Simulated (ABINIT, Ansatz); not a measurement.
# K2TaNbO6 (Fm-3m): G0W0 on several meshes in ABINIT

How does the mesh move the gap of K2TaNbO6 (Fm-3m)?

Calculated with ABINIT 10.8.3; PBEsol and many-body steps on it, plane waves.

## Step 1: The starting structure

The structure is cubic, space group Fm-3m (No. 225). Conventional cell: a = 8.089 Å, b = 8.089 Å, c = 8.089 Å, α = 90.00°, β = 90.00°, γ = 90.00°. K has 12 O at 2.86 Å nearest. Nearest to Ta lie 6 O at 2.01 Å. Nearest to Nb lie 6 O at 2.03 Å. Nearest to O lie 1 Ta at 2.01 Å and 1 Nb at 2.03 Å and 4 K at 2.86 Å. Farther neighbours and most contacts between anions are not listed.

Structure file:

```cif
data_structure
_symmetry_space_group_name_H-M 'P 1'
_symmetry_Int_Tables_number 1
_cell_length_a 5.7197
_cell_length_b 5.7197
_cell_length_c 5.7197
_cell_angle_alpha 60.000
_cell_angle_beta 60.000
_cell_angle_gamma 60.000
_cell_volume 132.31
loop_
_atom_site_label
_atom_site_type_symbol
_atom_site_fract_x
_atom_site_fract_y
_atom_site_fract_z
_atom_site_occupancy
K1 K 0.25000 0.25000 0.25000 1
K2 K 0.75000 0.75000 0.75000 1
Ta3 Ta 0.50000 0.50000 0.50000 1
Nb4 Nb 0.00000 0.00000 0.00000 1
O5 O 0.74903 0.25097 0.25097 1
O6 O 0.25097 0.74903 0.74903 1
O7 O 0.25097 0.74903 0.25097 1
O8 O 0.74903 0.25097 0.74903 1
O9 O 0.25097 0.25097 0.74903 1
O10 O 0.74903 0.74903 0.25097 1
```

The cell and positions are those that the Materials Project relaxed with its own functionals (PBE, PBE+U or r2SCAN), kept fixed. Spin-orbit coupling is left out unless a step names it.

## Step 2: Empty states on the mesh, 2×2×2 mesh, 278 bands

This step: ABINIT 10.8.3; DFT, PBEsol, plane waves, norm-conserving pseudopotentials.

The sums over transitions need many empty states on a uniform mesh; this step solves for them.

File run.abi:

```
acell 3*1.0 Angstrom
rprim 
  -0.000000000000 4.044428000000 4.044428000000
  4.044428000000 -0.000000000000 4.044428000000
  4.044428000000 4.044428000000 -0.000000000000
ntypat 4
znucl 19 73 41 8
natom 10
typat 1 1 2 3 4 4 4 4 4 4
xred 
  0.250000000000 0.250000000000 0.250000000000
  0.750000000000 0.750000000000 0.750000000000
  0.500000000000 0.500000000000 0.500000000000
  -0.000000000000 0.000000000000 -0.000000000000
  0.749028000000 0.250972000000 0.250972000000
  0.250972000000 0.749028000000 0.749028000000
  0.250972000000 0.749028000000 0.250972000000
  0.749028000000 0.250972000000 0.749028000000
  0.250972000000 0.250972000000 0.749028000000
  0.749028000000 0.749028000000 0.250972000000
pp_dirpath "pseudos"
pseudos "K.upf, Ta.upf, Nb.upf, O.upf"
ecut 37
ngkpt 2 2 2
nshiftk 1
shiftk 0 0 0
kptopt 1
chksymbreak 0
iscf -2
irdden 1
istwfk *1
nband 278
nbdbuf 24
tolwfr 1e-09
nstep 60
prtvol 0
indata_prefix "in"
outdata_prefix "out"
tmpdata_prefix "tmp"
```

On the command line:

```bash
> OMP_NUM_THREADS=1 mpirun -n 4 abinit run.abi > log
```

Numbers of over 12 decimals in the logs are rounded to 6 here.

The program printed:

```text
.Version 10.8.3 of ABINIT. v10.8.2 released Aug 2026.

 Symmetries : space group Fm -3 m (#225); Bravais cF (face-center cubic)
[... echo of the input left out ...]
== DATASET  1 ==================================================================
-   mpi_nproc: 4, omp_nthreads: 1 (-1 if OMP is not activated)
-    --> not optimal distribution: autoparal keyword recommended in input file <--

--- !DatasetInfo
iteration_state: {dtset: 1, }
dimensions: {natom: 10, nkpt: 3, mband: 278, nsppol: 1, nspinor: 1, nspden: 1, mpw: 9608, }
cutoff_energies: {ecut:  37.0, pawecutdg:  -1.0, }
[...]
2.88761    2.88761    2.88794    2.88794    2.89921    2.89921    2.89921    2.90748
   2.90748    2.90748    2.95076    2.95081    2.95091    2.95120    2.95126    2.95131
   2.95935    2.95959    2.95986    2.97180    2.97242    2.97314
 prteigrs : prtvol=0 or 1, do not print more k-points.

== END DATASET(S) ==============================================================
================================================================================

 -outvars: echo values of variables after computation  --------
            nband         278
             nkpt           3
          spgroup         225
 [... the other variables as echoed above ...]

 Calculation completed.
```

Wall time 3.9 min (4 MPI ranks of Intel Xeon Platinum 8488C (Sapphire Rapids), shared host); peak memory 0.49 GiB.

This step gave:

| Item | Value |
| --- | --- |
| gap | 1.698 eV |
| k of the valence top | 0, 0, 0 |
| k of the conduction bottom | 0, 0, 0 |
| least direct gap | 1.698 eV |
| k points computed | 3 |
| lowest point of the top converged band, above the valence top | 71.9812 eV |

On this mesh the gap is 1.698 eV.

The density comes from a self-consistent run that is not shown.

## Step 3: Screening, 2×2×2 mesh, 127 bands, screening to 114.3 eV

The RPA dielectric matrix is built and inverted for each q.

This step: RPA screening on PBEsol, plane waves, norm-conserving pseudopotentials.

Edit run.abi of step 2 so:

```diff
@@ -28,10 +28,11 @@
 chksymbreak 0
-iscf -2
-irdden 1
 istwfk *1
-nband 278
-nbdbuf 24
-tolwfr 1e-09
-nstep 60
-prtvol 0
+occopt 1
+irdwfk 1
+optdriver 3
+nband 127
+ecuteps 4.2
+inclvkb 2
+awtr 1
+symchi 1
 indata_prefix "in"
```

The program printed:

```text
.Version 10.8.3 of ABINIT. v10.8.2 released Aug 2026.

 Symmetries : space group Fm -3 m (#225); Bravais cF (face-center cubic)
[... echo of the input left out ...]
== DATASET  1 ==================================================================
-   mpi_nproc: 4, omp_nthreads: 1 (-1 if OMP is not activated)

--- !DatasetInfo
iteration_state: {dtset: 1, }
dimensions: {natom: 10, nkpt: 3, mband: 127, nsppol: 1, nspinor: 1, nspden: 1, mpw: 9608, }
cutoff_energies: {ecut:  37.0, pawecutdg:  -1.0, }
electrons: {nelect:   8.00000000E+01, charge:   0.00000000E+00, occopt:   1.00000000E+00, tsmear:   1.00000000E-02, }

 SCREENING: Calculation of the susceptibility and dielectric matrices

 Based on a program developped by R.W. Godby, V. Olevano, G. Onida, and L. Reining.
 Incorporated in ABINIT by V. Olevano, G.-M. Rignanese, and M. Torrent.
.Using double precision arithmetic ; gwpc =  8

[... cell and pseudopotentials left out ...]
--------------------------------------------------------------------------------

 ==== K-mesh for the wavefunctions ====
 Number of points in the irreducible wedge :     3
[... list of points left out ...]
 Together with 48 symmetry operations and time-reversal symmetry
 yields     8 points in the full Brillouin Zone.

 ==== Q-mesh for the screening function ====
 Number of points in the irreducible wedge :     3
[... list of points left out ...]
 Together with 48 symmetry operations and time-reversal symmetry
 yields     8 points in the full Brillouin Zone.

 setmesh: FFT mesh size selected  =    40x   40x   40
          total number of points  =        64000

 vcoul_init : cutoff-mode = AUXILIARY_FUNCTION
 q-points for optical limit:   1
     1)      0.000010    0.000020    0.000030

- screening: taking advantage of time-reversal symmetry
- Maximum band index for partially occupied states nbvw = 40
- Remaining bands to be divided among processors   nbcw = 87
- Number of bands treated by each node ~21

 Number of electrons calculated from density =   80.0000; Expected =   80.0000
 average of density, n =  0.089597
 r_s =    1.3864
 omega_plasma =   28.8736 [eV]

 calculating chi0 at frequencies [eV] :
  1    0.000000E+00    0.000000E+00
  2    0.000000E+00    2.887365E+01

--------------------------------------------------------------------------------
  q-point number  1        q = ( 0.000000, 0.000000, 0.000000) [r.l.u.]
--------------------------------------------------------------------------------
[... chi0 elements left out ...]
 For q-point:  0.000010 0.000020 0.000030
  dielectric constant =   8.4347
  dielectric constant without local fields =   8.9306

  Average fulfillment of the sum rule on Im[epsilon] for q-point    1 :     46.91  [%]
[... wings left out ...]
  q-point number  2        q = ( 0.500000, 0.000000, 0.000000) [r.l.u.]
--------------------------------------------------------------------------------
[... chi0 elements left out ...]
  Average fulfillment of the sum rule on Im[epsilon] for q-point    2 :     54.49  [%]

 [... 1 further q-points ...]
```

The job ended after 49 s (4 MPI ranks; peak memory 2 GiB).

Numbers from this step:

- ε∞ with local fields, on this mesh, along the program's q direction: 8.435
- the same without local fields: 8.931
- plasma frequency: 28.87 eV
- plane waves in the screening matrix: 339

Local fields lower ε∞ by 6 %. On a Γ-centred mesh this coarse the value itself is usually too large, while a short band sum pulls it down.

## Step 4: 2×2×2

The self-energy is evaluated for the states that the input lists, and the levels follow from it, in one-shot runs by the linearised quasiparticle equation.

This step: G0W0 on PBEsol, plane waves, norm-conserving pseudopotentials.

Edit run.abi of step 3 so:

```diff
@@ -31,8 +31,15 @@
 irdwfk 1
-optdriver 3
+optdriver 4
 nband 127
+gwcalctyp 0
+ecutsigx 37
+symsigma 1
+nkptgw 1
+kptgw 
+  0.0000000000 0.0000000000 0.0000000000
+bdgw 
+  38 43
 ecuteps 4.2
-inclvkb 2
-awtr 1
-symchi 1
+irdscr 1
+ppmodel 1
 indata_prefix "in"
```

The program printed:

```text
.Version 10.8.3 of ABINIT. v10.8.2 released Aug 2026.

 Symmetries : space group Fm -3 m (#225); Bravais cF (face-center cubic)
[... echo of the input left out ...]
== DATASET  1 ==================================================================
-   mpi_nproc: 4, omp_nthreads: 1 (-1 if OMP is not activated)

--- !DatasetInfo
iteration_state: {dtset: 1, }
dimensions: {natom: 10, nkpt: 3, mband: 127, nsppol: 1, nspinor: 1, nspden: 1, mpw: 9608, }
cutoff_energies: {ecut:  37.0, pawecutdg:  -1.0, }
electrons: {nelect:   8.00000000E+01, charge:   0.00000000E+00, occopt:   1.00000000E+00, tsmear:   1.00000000E-02, }

 SIGMA: Calculation of the GW corrections

 Based on a program developped by R.W. Godby, V. Olevano, G. Onida, and L. Reining.
 Incorporated in ABINIT by V. Olevano, G.-M. Rignanese, and M. Torrent.
.Using double precision arithmetic ; gwpc =  8

[... cell and pseudopotentials left out ...]
--------------------------------------------------------------------------------

 ==== K-mesh for the wavefunctions ====
 Number of points in the irreducible wedge :     3
[... list of points left out ...]
 Together with 48 symmetry operations and time-reversal symmetry
 yields     8 points in the full Brillouin Zone.

 ==== Q-mesh for screening function ====
 Number of points in the irreducible wedge :     3
[... list of points left out ...]
 Together with 48 symmetry operations and time-reversal symmetry
 yields     8 points in the full Brillouin Zone.

 vcoul_init : cutoff-mode = AUXILIARY_FUNCTION
 q-points for optical limit:   1
     1)      0.000010    0.000020    0.000030
 setmesh: FFT mesh size selected  =    60x   60x   60
          total number of points  =       216000

 Number of electrons calculated from density =   80.0000; Expected =   80.0000
 average of density, n =  0.089597
 r_s =    1.3864
 omega_plasma =   28.8736 [eV]

 === KS Band Gaps ===
  >>>> For spin  1
   Minimum direct gap =   1.6976 [eV], located at k-point      :   0.0000  0.0000  0.0000
   Fundamental gap    =   1.6976 [eV], Top of valence bands at :   0.0000  0.0000  0.0000
                                       Bottom of conduction at :   0.0000  0.0000  0.0000
 SIGMA fundamental parameters:
 PLASMON POLE MODEL  1
 number of plane-waves for SigmaX                 9577
 number of plane-waves for SigmaC and W            339
 number of plane-waves for wavefunctions          9577
 number of bands                                   127
 number of independent spin polarizations            1
 number of spinorial components                      1
 number of k-points in IBZ                           3
 number of q-points in IBZ                           3
 number of symmetry operations                      48
 number of k-points in BZ                            8
 number of q-points in BZ                            8
 number of frequencies for dSigma/dE                 9
 frequency step for dSigma/dE [eV]                0.25
 number of omega for Sigma on real axis              0
 max omega for Sigma on real axis  [eV]           0.00
 zcut for avoiding poles [eV]                     0.10

 EPSILON^-1 parameters (SCR file):
 dimension of the eps^-1 matrix on file            339
 dimension of the eps^-1 matrix used               339
 number of plane-waves for wavefunctions          9577
 number of bands                                   127
 number of q-points in IBZ                           3
 number of frequencies                               2
 number of real frequencies                          1
 number of imag frequencies                          1

 matrix elements of self-energy operator (all in [eV])

 Perturbative Calculation

--- !SelfEnergy_ee
iteration_state: {dtset: 1, }
kpoint     : [   0.000,    0.000,    0.000, ]
spin       : 1
KS_gap     :    1.698
QP_gap     :    3.032
Delta_QP_KS:    1.334
data: !SigmaeeData |
     Band     E0 <VxcDFT>   SigX SigC(E0)      Z dSigC/dE  Sig(E)    E-E0       E
       38   5.219 -19.860 -24.589   5.232   0.766  -0.305 -19.475   0.385   5.604
       39   5.219 -19.860 -24.589   5.232   0.766  -0.305 -19.475   0.385   5.604
       40   5.219 -19.860 -24.589   5.232   0.766  -0.305 -19.475   0.385   5.604
       41   6.917 -15.369  -9.559  -3.707   0.818  -0.223 -13.649   1.719   8.636
       42   6.917 -15.369  -9.559  -3.707   0.818  -0.223 -13.649   1.719   8.636
       43   6.917 -15.369  -9.559  -3.707   0.818  -0.223 -13.649   1.719   8.636

== END DATASET(S) ==============================================================
================================================================================

 -outvars: echo values of variables after computation  --------
           etotal      0.0000000000E+00
            nband         127
             nkpt           3
          spgroup         225
 [... the other variables as echoed above ...]

 Calculation completed.
```

Run time: 8.5 s. Hardware: 4 MPI ranks; peak memory 1.2 GiB; 33 s of CPU time.

This step gave:

| Item | Value |
| --- | --- |
| G0W0 gap on the points computed | 3.032 eV |
| starting gap on the mesh | 1.698 eV |
| k of the valence top | 0, 0, 0 |
| k of the conduction bottom | 0, 0, 0 |
| Z at the valence top | 0.766 |
| Z at the conduction bottom | 0.818 |
| least direct G0W0 gap on the computed points | 3.032 eV |

The gap on the mesh goes from 1.70 eV to 3.03 eV, a correction of +1.33 eV.

## Step 5: Empty states on the mesh, 4×4×4 mesh, 139 bands

This step: DFT, PBEsol, plane waves, norm-conserving pseudopotentials.

Edit run.abi of step 4 so:

```diff
@@ -23,3 +23,3 @@
 ecut 37
-ngkpt 2 2 2
+ngkpt 4 4 4
 nshiftk 1
@@ -28,18 +28,10 @@
 chksymbreak 0
+iscf -2
+irdden 1
 istwfk *1
-occopt 1
-irdwfk 1
-optdriver 4
-nband 127
-gwcalctyp 0
-ecutsigx 37
-symsigma 1
-nkptgw 1
-kptgw 
-  0.0000000000 0.0000000000 0.0000000000
-bdgw 
-  38 43
-ecuteps 4.2
-irdscr 1
-ppmodel 1
+nband 139
+nbdbuf 12
+tolwfr 1e-09
+nstep 60
+prtvol 0
 indata_prefix "in"
```

The program printed:

```text
.Version 10.8.3 of ABINIT. v10.8.2 released Aug 2026.

 Symmetries : space group Fm -3 m (#225); Bravais cF (face-center cubic)
[... echo of the input left out ...]
== DATASET  1 ==================================================================
-   mpi_nproc: 4, omp_nthreads: 1 (-1 if OMP is not activated)

--- !DatasetInfo
iteration_state: {dtset: 1, }
dimensions: {natom: 10, nkpt: 8, mband: 139, nsppol: 1, nspinor: 1, nspden: 1, mpw: 9620, }
cutoff_energies: {ecut:  37.0, pawecutdg:  -1.0, }
[...]
1.43223    1.50578    1.50578    1.50578    1.53127    1.53127    1.53127    1.54312
   1.57234    1.57624    1.57624    1.61264    1.61264    1.61264    1.65216    1.69980
   1.69991    1.73056    1.73056
 prteigrs : prtvol=0 or 1, do not print more k-points.

== END DATASET(S) ==============================================================
================================================================================

 -outvars: echo values of variables after computation  --------
            nband         139
             nkpt           8
          spgroup         225
 [... the other variables as echoed above ...]

 Calculation completed.
```

It took 2 min on 4 MPI ranks; peak memory 0.6 GiB.

This step gave:

| Property | Result |
| --- | --- |
| gap | 1.698 eV |
| k of the valence top | 0, 0, 0 |
| k of the conduction bottom | 0, 0, 0 |
| least direct gap | 1.698 eV |
| k points computed | 8 |
| lowest point of the top converged band, above the valence top | 36.45 eV |

On this mesh the gap is 1.698 eV.

## Step 6: Screening, 4×4×4 mesh, 127 bands, screening to 114.3 eV

This step: RPA screening on PBEsol, plane waves, norm-conserving pseudopotentials.

Edit run.abi of step 5 so:

```diff
@@ -28,10 +28,11 @@
 chksymbreak 0
-iscf -2
-irdden 1
 istwfk *1
-nband 139
-nbdbuf 12
-tolwfr 1e-09
-nstep 60
-prtvol 0
+occopt 1
+irdwfk 1
+optdriver 3
+nband 127
+ecuteps 4.2
+inclvkb 2
+awtr 1
+symchi 1
 indata_prefix "in"
```

The program printed:

```text
.Version 10.8.3 of ABINIT. v10.8.2 released Aug 2026.

 Symmetries : space group Fm -3 m (#225); Bravais cF (face-center cubic)
[... echo of the input left out ...]
== DATASET  1 ==================================================================
-   mpi_nproc: 4, omp_nthreads: 1 (-1 if OMP is not activated)

--- !DatasetInfo
iteration_state: {dtset: 1, }
dimensions: {natom: 10, nkpt: 8, mband: 127, nsppol: 1, nspinor: 1, nspden: 1, mpw: 9620, }
cutoff_energies: {ecut:  37.0, pawecutdg:  -1.0, }
electrons: {nelect:   8.00000000E+01, charge:   0.00000000E+00, occopt:   1.00000000E+00, tsmear:   1.00000000E-02, }

 SCREENING: Calculation of the susceptibility and dielectric matrices

 Based on a program developped by R.W. Godby, V. Olevano, G. Onida, and L. Reining.
 Incorporated in ABINIT by V. Olevano, G.-M. Rignanese, and M. Torrent.
.Using double precision arithmetic ; gwpc =  8

[... cell and pseudopotentials left out ...]
--------------------------------------------------------------------------------

 ==== K-mesh for the wavefunctions ====
 Number of points in the irreducible wedge :     8
[... list of points left out ...]
 Together with 48 symmetry operations and time-reversal symmetry
 yields    64 points in the full Brillouin Zone.

 ==== Q-mesh for the screening function ====
 Number of points in the irreducible wedge :     8
[... list of points left out ...]
 Together with 48 symmetry operations and time-reversal symmetry
 yields    64 points in the full Brillouin Zone.

 setmesh: FFT mesh size selected  =    40x   40x   40
          total number of points  =        64000

 vcoul_init : cutoff-mode = AUXILIARY_FUNCTION
 q-points for optical limit:   1
     1)      0.000010    0.000020    0.000030

- screening: taking advantage of time-reversal symmetry
- Maximum band index for partially occupied states nbvw = 40
- Remaining bands to be divided among processors   nbcw = 87
- Number of bands treated by each node ~21

 Number of electrons calculated from density =   80.0000; Expected =   80.0000
 average of density, n =  0.089597
 r_s =    1.3864
 omega_plasma =   28.8736 [eV]

 calculating chi0 at frequencies [eV] :
  1    0.000000E+00    0.000000E+00
  2    0.000000E+00    2.887365E+01

--------------------------------------------------------------------------------
  q-point number  1        q = ( 0.000000, 0.000000, 0.000000) [r.l.u.]
--------------------------------------------------------------------------------
[... chi0 elements left out ...]
 For q-point:  0.000010 0.000020 0.000030
  dielectric constant =   6.0618
  dielectric constant without local fields =   6.4238

  Average fulfillment of the sum rule on Im[epsilon] for q-point    1 :     47.05  [%]
[... wings left out ...]
  q-point number  2        q = ( 0.250000, 0.000000, 0.000000) [r.l.u.]
--------------------------------------------------------------------------------
[... chi0 elements left out ...]
  Average fulfillment of the sum rule on Im[epsilon] for q-point    2 :     60.73  [%]

 [... 6 further q-points ...]
```

Elapsed: 4.8 min, on 4 MPI ranks; peak memory 3.4 GiB; 19 min of CPU time.

Numbers from this step:

- ε∞ with local fields, on this mesh, along the program's q direction: 6.062
- the same without local fields: 6.424
- plasma frequency: 28.87 eV
- plane waves in the screening matrix: 339

(Continued in part 2 of 2.)

[Paths, hosts, dates, memory and timing lines, banners, echoed tables and standing remarks are left out of the program output.]

[Logs are printed without paths, hosts, clocks, repeated set-up lines and the standing remarks that a program may print on its own settings, such as how far it seeks lower states.]

[Runs of the session that timed out or met a known fault of the program may be left out.]

[Hosts, paths, dates, database ids (printed as entryN), source tags and the programs' standing remarks are cut or masked in the printed files.]

[G0W0 gaps are taken among the corrected bands and points alone; a level outside them can change the order at an edge.]

[Where Ansatz stands beside ABINIT at settings called matched, ABINIT's density can come from a denser mesh and the files from another edition; pairs whose starting gaps differed by over 0.03 eV were left out, so agreement reads better than it is.]
